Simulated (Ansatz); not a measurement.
Two G0W0 runs on LaInO3 (Pnma).

It takes space group Pnma (No. 62, orthorhombic). Conventional cell: a = 5.940 Å, b = 8.216 Å, c = 5.723 Å, α = 90.00°, β = 90.00°, γ = 90.00°. La has 8 O at 2.38 to 2.94 Å nearest. Nearest to In lie 6 O at 2.16 to 2.17 Å. Nearest to O lie 2 In at 2.17 Å and 2 La at 2.38 to 2.50 Å. O has 2 In at 2.16 to 2.17 Å and 3 La at 2.40 to 2.94 Å nearest. Farther neighbours and most contacts between anions are not listed.

```cif
data_structure
_symmetry_space_group_name_H-M 'P 1'
_symmetry_Int_Tables_number 1
_cell_length_a 5.9404
_cell_length_b 8.2158
_cell_length_c 5.7229
_cell_angle_alpha 90.000
_cell_angle_beta 90.000
_cell_angle_gamma 90.000
_cell_volume 279.31
loop_
_atom_site_label
_atom_site_type_symbol
_atom_site_fract_x
_atom_site_fract_y
_atom_site_fract_z
_atom_site_occupancy
La1 La 0.94639 0.25000 0.01531 1
La2 La 0.55361 0.75000 0.51531 1
La3 La 0.44639 0.25000 0.48469 1
La4 La 0.05361 0.75000 0.98469 1
In5 In 0.00000 0.00000 0.50000 1
In6 In 0.50000 0.00000 0.00000 1
In7 In 0.50000 0.50000 0.00000 1
In8 In 0.00000 0.50000 0.50000 1
O9 O 0.04438 0.25000 0.61270 1
O10 O 0.45562 0.75000 0.11270 1
O11 O 0.54438 0.25000 0.88730 1
O12 O 0.95562 0.75000 0.38730 1
O13 O 0.19805 0.05936 0.19558 1
O14 O 0.30195 0.94064 0.69558 1
O15 O 0.69805 0.44064 0.30442 1
O16 O 0.80195 0.55936 0.80442 1
O17 O 0.80195 0.94064 0.80442 1
O18 O 0.69805 0.05936 0.30442 1
O19 O 0.30195 0.55936 0.69558 1
O20 O 0.19805 0.44064 0.19558 1
```

Geometry: measured cell, ions relaxed with r2SCAN. The runs that relaxed it are not among those shown. Spin-orbit coupling is left out unless a run names it. PAW set soft_2, made with PBE.

The first (Ansatz 0.2.0; start r2SCAN, 2×2×2 mesh, 940 empty bands, screening to 130 eV; 1 × NVIDIA H100 80GB HBM3 with 8 threads of AMD EPYC 7R13 (Zen 3), shared host) gave, on its mesh: starting gap 3.55 eV, G0W0 gap 4.53 eV, RPA ε∞ (mean) 4.23, 17 s.

The second gave: starting gap 3.55 eV, G0W0 gap 4.44 eV, RPA ε∞ (mean) 4.27, 9.2 s.

Question: What was changed in the input? Choose among start, files, mesh, bands and cutoff, frequency model or another key.

Changed: empty bands from 940 to 436 and screening cutoff (eV) from 130.0 to 78. The starting gap stayed, which rules out the functional and points to the GW step. Other changes could give like numbers; this is the one that was made.

Limits: not at the basis limit; f levels unsure; no spin-orbit coupling; coarse k mesh.

[Paths, hosts, dates, memory and timing lines, banners, echoed tables and standing remarks are left out of the program output.]

[Logs are printed without paths, hosts, clocks, repeated set-up lines and the standing remarks that a program may print on its own settings, such as how far it seeks lower states.]

[Runs of the session that timed out or met a known fault of the program may be left out.]

[Cells called generated may have been cut or substituted from an entry of the Crystallography Open Database or the Materials Project.]

[Hosts, paths, dates, database ids (printed as entryN), source tags and the programs' standing remarks are cut or masked in the printed files.]
